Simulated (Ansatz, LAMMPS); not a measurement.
# Structural relaxation of glassy 65SiO2-10Al2O3-25Li2O (mol %) (128 atoms), part 3 of 3

Wanted: the relaxed structure of glassy 65SiO2-10Al2O3-25Li2O (mol %) (128 atoms) and its electronic structure.

Ansatz 0.2.0; Kohn-Sham DFT, r2SCAN, PAW (set soft_2), plane waves.

The cell: 26 Si, 8 Al, 20 Li and 74 O. The quench rate of 100 K/ps far exceeds what a furnace or splat quench reaches. The starting topology of bonds comes from the classical model. Only the Γ point is sampled, in a cell whose shortest periodic width is 12 Å.

So far, density (g/cm³): step 5 (structure statistics after relaxation) 2.47.

## 6. Single point at the relaxed geometry

The electronic structure is read at the final geometry, in a run of its own.

Input file input.yaml:

```yaml
crystal:
  lattice:
    - [11.51499, 0.0, 0.0]
    - [0.0, 11.51499, 0.0]
    - [0.0, 0.0, 11.51499]
  atoms:
    - { symbol: Si, position: [0.15205, 0.96906, 0.38109] }
    - { symbol: Si, position: [0.79938, 0.66028, 0.40429] }
    - { symbol: Si, position: [0.91265, 0.68121, 0.71005] }
    - { symbol: Si, position: [0.36424, 0.78052, 0.71102] }
    - { symbol: Si, position: [0.77422, 0.13801, 0.08329] }
    - { symbol: Si, position: [0.53046, 0.44195, 0.17132] }
    - { symbol: Si, position: [0.21475, 0.13011, 0.95333] }
    - { symbol: Si, position: [0.83721, 0.00875, 0.50406] }
    - { symbol: Si, position: [0.60891, 0.81936, 0.33934] }
    - { symbol: Si, position: [0.86648, 0.27812, 0.46139] }
    - { symbol: Si, position: [0.44543, 0.23311, 0.57909] }
    - { symbol: Si, position: [0.09308, 0.22061, 0.35655] }
    - { symbol: Si, position: [0.79605, 0.48595, 0.60464] }
    - { symbol: Si, position: [0.04585, 0.74611, 0.49926] }
    - { symbol: Si, position: [0.92476, 0.99455, 0.74944] }
    - { symbol: Si, position: [0.40829, 0.31677, 0.9535] }
    - { symbol: Si, position: [0.66722, 0.25607, 0.29326] }
    - { symbol: Si, position: [0.21444, 0.48714, 0.94473] }
    - { symbol: Si, position: [0.40658, 0.63636, 0.30356] }
    - { symbol: Si, position: [0.2643, 0.59777, 0.53088] }
    - { symbol: Si, position: [0.17966, 0.96872, 0.75688] }
    - { symbol: Si, position: [0.24413, 0.95209, 0.13434] }
    - { symbol: Si, position: [0.81208, 0.32869, 0.90639] }
    - { symbol: Si, position: [0.52824, 0.74799, 0.92198] }
    - { symbol: Si, position: [0.60219, 0.22017, 0.7804] }
    - { symbol: Si, position: [0.70614, 0.56559, 0.00752] }
    - { symbol: Al, position: [0.89812, 0.67274, 0.16816] }
    - { symbol: Al, position: [0.02012, 0.24529, 0.79512] }
    - { symbol: Al, position: [0.58844, 0.04507, 0.4656] }
    - { symbol: Al, position: [0.68324, 0.98585, 0.87116] }
    - { symbol: Al, position: [0.31909, 0.33075, 0.37148] }
    - { symbol: Al, position: [0.31597, 0.71538, 0.07856] }
    [... 90 atom lines left out ...]
    - { symbol: O, position: [0.83441, 0.35365, 0.57357] }
    - { symbol: O, position: [0.78511, 0.72576, 0.68262] }
    - { symbol: O, position: [0.43326, 0.51737, 0.23513] }
    - { symbol: O, position: [0.95643, 0.68562, 0.84143] }
    - { symbol: O, position: [0.34989, 0.23328, 0.2629] }
    - { symbol: O, position: [0.43257, 0.33167, 0.48013] }
kpoints:
  mp_grid: { grid: [1, 1, 1] }
hamiltonian:
  xc: r2scan
scf:
  occupations: { method: fermi_dirac, width: 0.025 }
output:
  forces: true
  stress: true
  populations: true
  dos:
    method: { smearing: { sigma: 0.1 } }
    de: 0.1
    projected: { site_lists: { Al: [Al], Li: [Li], O: [O], Si: [Si] } }
  eigenvalues: true
  write_density: true
  write_potential: true
  volumetric_format: npy
```

Run with:

```sh
$ ansatz run input.yaml --threads 4 --pin off --max-ram 8192MiB --backend cpu --events-out ev --progress --plain --runs-dir out
```

What it wrote:

```text
[...]
Crystal: 128 atoms, lattice volume = 1526.830 Å³
Basis set: ecut = 500 eV, 38641 PW (Γ), exchange–correlation on 360×360×360 points (64 copies of the dense FFT grid, shifted against one another)
Bands: 444, of which v1, the nominal top of the filled ones, is band 316 counted from 1 (315 counted from 0)
Symmetry: 1 space group operations
[...]
k-points: 1
[...]
SCF iter   1: F=—  HF=-67283.383132 eV  |F-HF|=—  |Δ(HF+E_count)|=         —  Δρ=7.29e-3  dr2=8.75e-1  dr2_τ=8.88e0  ethr=1.77e-3  ⟨swp⟩=5.0  Hψ=1792  notcnv=0  defer=121
[...]
SCF iter  10: F=-67286.801414 eV  HF=-67286.801414 eV  |F-HF|=3.06e-10  |Δ(HF+E_count)|=   2.05e-8  Δρ=1.05e-6  dr2=1.57e-8  dr2_τ=1.81e-9  ethr=1.58e-11  ⟨swp⟩=20.0  Hψ=4077  notcnv=0
SCF 1 converged in 10 iterations: F = -67286.801414 eV  dr2 = 1.57e-8
[...]
SCF converged after 10 iterations
Free energy (F): -67286.801414 eV
[...]
Internal energy: -67286.801414 eV  (E = F + TS)
E sigma→0 (E₀):  -67286.801414 eV
Fermi energy:    5.537606 eV
[...]
--- Forces (eV/Å), atoms counted from 1 ---
  atom   1  Si     0.00088133     0.00433244     0.00656258
  atom   2  Si    -0.00258715     0.00105929    -0.00580473
  atom   3  Si    -0.00288582     0.00800366     0.00364255
  atom   4  Si     0.00264076     0.00166868     0.00615359
  atom   5  Si    -0.00196497     0.00546712     0.00340957
  atom   6  Si     0.00173761    -0.00436183    -0.00024859
  atom   7  Si     0.00193823     0.00101046    -0.00205068
  atom   8  Si    -0.00110756    -0.00447470     0.00525943
  atom   9  Si     0.00076107    -0.00438920     0.00516294
  atom  10  Si    -0.00582583     0.00256292     0.00811729
  atom  11  Si    -0.00931813     0.00268405     0.00793495
  atom  12  Si     0.00738734     0.00834380    -0.00372271
  atom  13  Si    -0.00971608     0.00018738    -0.00246301
  atom  14  Si     0.00021605    -0.00068341     0.00735313
[...]
atom 127  O      0.00199811     0.00080085    -0.00024895
  atom 128  O      0.00074924     0.00439263    -0.00466869
  max |Σ_I F_I| component: 1.31e-4 eV/Å
--- Stress (GPa, compression-positive) ---
        0.108484       0.525138      -1.059208
        0.525147       1.292300       1.226059
       -1.059241       1.226063       0.941156
  P = ⅓ Tr σ = 0.7806 GPa (7.806 kbar)
--- Band table (eV) ---
[...]
--- Löwdin populations: 128 sites ---
  site symbol       q [e]
     0     Si      2.2334
     1     Si      2.1838
     2     Si      2.3287
[...]
127      O      6.8718
  spilling = 0.012007 (of n_electrons = 632.000000)
```

The job ended after 69 s (4 threads of Arm Neoverse V2, shared host; peak memory 4.6 GiB; 4.5 min of CPU time).

Read from the output:

```
free energy                                      : -67286.8014 eV
free energy per atom                             : -525.6781 eV/atom
SCF cycles                                       : 10
pressure                                         : 0.7806 GPa
r.m.s. force component                           : 0.00335 eV/Å
longest force                                    : 0.01253 eV/Å
Fermi energy                                     : 5.538 eV
gap (highest filled to lowest empty level) : 4.561 eV
spilling of the projection                       : 0.01201
```

Löwdin charges by element and coordination (they lack the spilled electrons, 0.059 e an atom on average):

```csv
element,coordination,atoms,mean charge (e),spread,least,most
Al,all,8,1.35,0.0489,1.25,1.40
Li,all,20,0.819,0.0151,0.791,0.850
Li,3,10,0.823,0.0144,0.802,0.850
Li,4,8,0.813,0.0158,0.791,0.840
Li,5,2,0.823,8.0e-4,0.822,0.824
O,all,74,-0.893,0.082,-1.14,-0.804
O,2,29,-0.836,0.0252,-0.887,-0.804
O,3,32,-0.897,0.056,-1.03,-0.827
O,4,11,-0.999,0.09,-1.14,-0.841
O,5,2,-1.08,0.0285,-1.11,-1.05
Si,all,26,1.79,0.0469,1.67,1.86
```

States in the cell by windows of 1 eV, zero at the Fermi level; the larger projections on atomic orbitals stand beside the total:

```csv
from (eV),to (eV),total,O p,Si p
-14,-13,0.0,0.0,0.0
-13,-12,7.8,5.3,0.3
-12,-11,12.2,8.5,0.7
-11,-10,16.5,11.8,1.5
-10,-9,27.1,20.5,3.9
-9,-8,33.2,25.8,4.5
-8,-7,45.1,36.0,4.6
-7,-6,65.5,56.6,3.5
-6,-5,80.6,73.9,2.1
-5,-4,84.0,79.3,1.3
-4,-3,59.0,56.5,0.6
-3,-2,13.0,12.4,0.1
-2,2,0.0,0.0,0.0
2,3,2.0,0.0,0.0
3,4,9.2,0.9,0.9
4,5,17.7,1.7,2.7
```

Between -26 and -14 eV lie 148 more states.

The stored curve holds about 592 of the 632 electrons; the rest, give or take the few that broadening carries across the Fermi level, lie in deeper levels below its range.

The levels nearest the highest filled one (over half full), pooled over k-points and spins:

```csv
level less the highest filled one (eV),occupation
-0.632,2
-0.521,2
-0.300,2
-0.239,2
-0.169,2
0,2
4.56,0
5.76,0
5.93,0
6.10,0
6.26,0
6.27,0
```

Valence density in the ab plane at fractional z = 0.175, with atoms of Si and Al and Li and O within 0.2 Å of it. It is the smooth field of the valence electrons, not physical close to the nuclei.

Ten steps, logarithmic in the rise over the least value, from '0' (0.0 e/Å³) to '9' (6.0 e/Å³), each cell a mean:
```
01234554357998521001122222344310
11245654345665322212344322223321
21234443322222113223566532346653
32442222221110001113465422368985
36983112221110000011233211368985
25872112344321111100011001246654
33321113566531111100000011223333
67642113566532111000000122321135
99963112344322110001100123321246
89853101122223321123321122222235
45532100001235543345542111111123
22574100000246654456653100000001
03897110000134553245432000000000
01564111000012332233321000000000
00111112200012233343210000000000
01221169831111223333211000000000
23443269842221111122233210000000
35776323323332100013577531000001
35776311123332100014799852100001
23454210112356300013699753221101
34321110011256300002355533454321
89721111112232100000122235788633
78612222234665310000000135899743
12122333347998520000000124687531
```
Columns run along a (11.5 Å), rows up along b (11.5 Å). Atoms in or near the plane, at fractional coordinates: Si at (0.53, 0.44), Al at (0.90, 0.67), Li at (0.10, 0.47), Li at (0.23, 0.32), Li at (0.03, 0.08), Li at (0.08, 0.79), O at (0.68, 0.21), O at (0.04, 0.63), O at (0.86, 0.06), O at (0.91, 0.83), O at (0.37, 0.99).

Electrostatic potential energy in the ab plane at fractional z = 0.175, with atoms of Si and Al and Li and O within 0.2 Å of it. With pseudopotentials it is smooth inside the atoms' cores, unlike the true potential.

Values in eV, 13 rows by 16 columns, each cell a mean:
```
  8   7   0 -25 -27 -14 -14   5   1   6   8   6  -4  -9   1   8
  7   4   4  -3  -4   6   8   4  -3   5   1   2   0  -6 -14   1
 -3 -21   0   7   7   6   8   8   7   8   9  10   8   4 -24  -8
  4   0   6   7   0  -1   6   8  10  10  10  10   8  -3  -6  -3
-26 -10   9   8   5   4   6   7   9  10  10  10   8  -6  -5  -7
 -6   0   7   8   9   9   7   5   6   6   7  10   9   6   2   6
  3 -18  -5   8  10  10   5  -9 -24 -13   4  10  10   9   9   8
  5  -4   2   6   7   9   7 -11 -31 -19   5   9   9   9   9   8
  8   8   5 -17 -11   7   9   6   1   4   7   8   9   9   9   9
  7 -10   4  -2   1   8   8   8   8   8  -6  -8   7   8   9   9
  6   1   8   9   9   6  -8   0   7   8 -16 -21   2   6   8   8
-18  -4   8   8   8   6  -2   3   7   9   9   5   2 -12  -6   3
 -9   0   5  -2  -3 -10 -14   7   8   8   9   7   4 -20 -13   4
```
Columns run along a (11.5 Å; values clipped at the 3rd and 97th percentile), rows up along b (11.5 Å). Atoms in or near the plane, at fractional coordinates: Si at (0.53, 0.44), Al at (0.90, 0.67), Li at (0.10, 0.47), Li at (0.23, 0.32), Li at (0.03, 0.08), Li at (0.08, 0.79), O at (0.68, 0.21), O at (0.04, 0.63), O at (0.86, 0.06), O at (0.91, 0.83), O at (0.37, 0.99).

Mean Löwdin charges: Al +1.35, Li +0.82, O -0.89, Si +1.79 e (they miss 1.2 % of the electrons, so they add up to more than the cell's charge).

The surroundings of Al30, one of the 8 Al atoms, nearest first, numbered as they follow in the input and with coordinates relative to it.

```csv
atom,x,y,z,distance (Å),bonds,Löwdin charge (e)
Al30,0.00,0.00,0.00,0.00,4,1.40
O86,0.15,0.87,1.47,1.72,2,-0.89
O59,-0.99,-1.38,0.34,1.73,2,-0.89
O95,1.59,-0.54,-0.51,1.75,3,-0.89
O69,-0.95,1.08,-1.07,1.79,3,-0.91
Si25,-0.93,2.70,-1.05,3.04,4,1.84
Si15,2.78,0.10,-1.40,3.12,4,1.80
Li39,-2.36,0.29,-2.03,3.13,3,0.83
Si5,1.05,1.75,2.44,3.18,4,1.80
Li48,2.17,-2.32,0.78,3.27,3,0.84
O89,0.52,3.21,-0.64,3.32,2,-0.80
Si24,-1.78,-2.74,0.59,3.32,4,1.79
O92,2.83,1.68,-1.26,3.53,2,-0.87
```

The column of bonds counts only the pairs O-Si within 2.08 Å, O-Li within 2.52 Å, O-Al within 2.27 Å; other neighbours, such as metal atoms beside each other in a compound, aren't counted, and periodic images can show an atom twice.

## 7. Outcome

- energy change in the relaxation: -77.64 meV/atom
- r.m.s. displacement: 0.347 Å
- largest displacement: 1.784 Å
- free energy per atom: -525.6781 eV/atom
- pressure: 0.7806 GPa
- r.m.s. force component: 0.00335 eV/Å
- gap (highest filled to lowest empty level): 4.561 eV
- wall time of the 3 DFT runs: 22 min

Relaxation lowers the energy by 77.6 meV/atom and moves atoms by 0.35 Å r.m.s.; the r.m.s. force component goes from 1.2 to 0.0034 eV/Å, the pressure goes from 3.5 to 0.78 GPa, and the gap from 4.28 to 4.56 eV. By the final cutoffs 11 of 211 bonded pairs parted and 8 joined. First to last step the energy falls by 9.938 eV; the largest move, 1.78 Å, is that of Li35. The O-Li bonds change most in mean length: from 2.111 Å (spread 0.154) to 2.020 Å (spread 0.149), and their number from 75 to 72. Counting bonds as in the table, all Al atoms have 4, 50 % of Li atoms have 3, 43 % of O atoms have 3 and all Si atoms have 4 bonded neighbours. 81 % of the oxygens bridge two formers (Si and Al) and 18 % are non-bridging; 1 % join three. The highest filled and lowest empty levels differ by 4.56 eV (at Γ alone); a semilocal functional tends to put such gaps too low. In a disordered cell it changes from sample to sample, and tail or defect levels can set it.

Caveats: The starting topology of bonds comes from the classical model; in DFT 11 of its 211 bonded pairs passed out of the cutoffs and 8 came within them.

[Logs are printed without paths, hosts, clocks, repeated set-up lines and the standing remarks that a program may print on its own settings, such as how far it seeks lower states.]

[Hosts, paths, dates, database ids (printed as entryN), source tags and the programs' standing remarks are cut or masked in the printed files.]
